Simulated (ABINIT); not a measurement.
Planning a run of ABINIT 10.8.3 on AlGaAs2 (zincblende [001] superlattice) (P-4m2). The input:

The structure was built from a prototype and need not be the compound's stable phase.

```
acell 3*1.0 Angstrom
rprim 
  4.012070640132 0.000000000000 0.000000000000
  0.000000000000 4.012070640132 0.000000000000
  0.000000000000 0.000000000000 11.307870973057
ntypat 3
znucl 31 33 13
natom 8
typat 1 2 1 2 3 2 3 2
xred 
  0.000000000000 0.000000000000 0.062888263453
  0.500000000000 0.000000000000 0.187500000000
  0.500000000000 0.500000000000 0.312111736547
  0.000000000000 0.500000000000 0.437186699053
  0.000000000000 0.000000000000 0.562163356889
  0.500000000000 0.000000000000 0.687500000000
  0.500000000000 0.500000000000 0.812836643111
  0.000000000000 0.500000000000 0.937813300947
pp_dirpath "pseudos"
pseudos "Ga.upf, As.upf, Al.upf"
ecut 45
ngkpt 4 4 1
nshiftk 1
shiftk 0 0 0
kptopt 1
chksymbreak 0
istwfk *1
occopt 1
irdwfk 1
optdriver 4
nband 291
gwcalctyp 10
ecutsigx 45
symsigma 1
nkptgw 6
kptgw 
  0.0000000000 0.0000000000 0.0000000000
  0.2500000000 0.0000000000 0.0000000000
  0.5000000000 0.0000000000 0.0000000000
  0.2500000000 0.2500000000 0.0000000000
  0.5000000000 0.2500000000 0.0000000000
  0.5000000000 0.5000000000 0.0000000000
bdgw 
  59 75
  59 75
  59 75
  59 75
  59 75
  59 75
ecuteps 4.8
irdscr 1
ppmodel 1
irdqps 1
indata_prefix "in"
outdata_prefix "out"
tmpdata_prefix "tmp"
```

```sh
OMP_NUM_THREADS=1 mpirun -n 4 abinit run.abi > log
```

Estimate wall time and host memory on 4 MPI ranks of AMD EPYC 9R45, shared host.

It took 16 min; on shared hardware allow 8 min to 32 min. Peak host memory was 7.1 GiB.

[Paths, hosts, dates, memory and timing lines, banners, echoed tables and standing remarks are left out of the program output.]

[Logs are printed without paths, hosts, clocks, repeated set-up lines and the standing remarks that a program may print on its own settings, such as how far it seeks lower states.]

[Runs of the session that timed out or met a known fault of the program may be left out.]

[Hosts, paths, dates, database ids (printed as entryN), source tags and the programs' standing remarks are cut or masked in the printed files.]

[G0W0 gaps are taken among the corrected bands and points alone; a level outside them can change the order at an edge.]

[Where Ansatz stands beside ABINIT at settings called matched, ABINIT's density can come from a denser mesh and the files from another edition; pairs whose starting gaps differed by over 0.03 eV were left out, so agreement reads better than it is.]
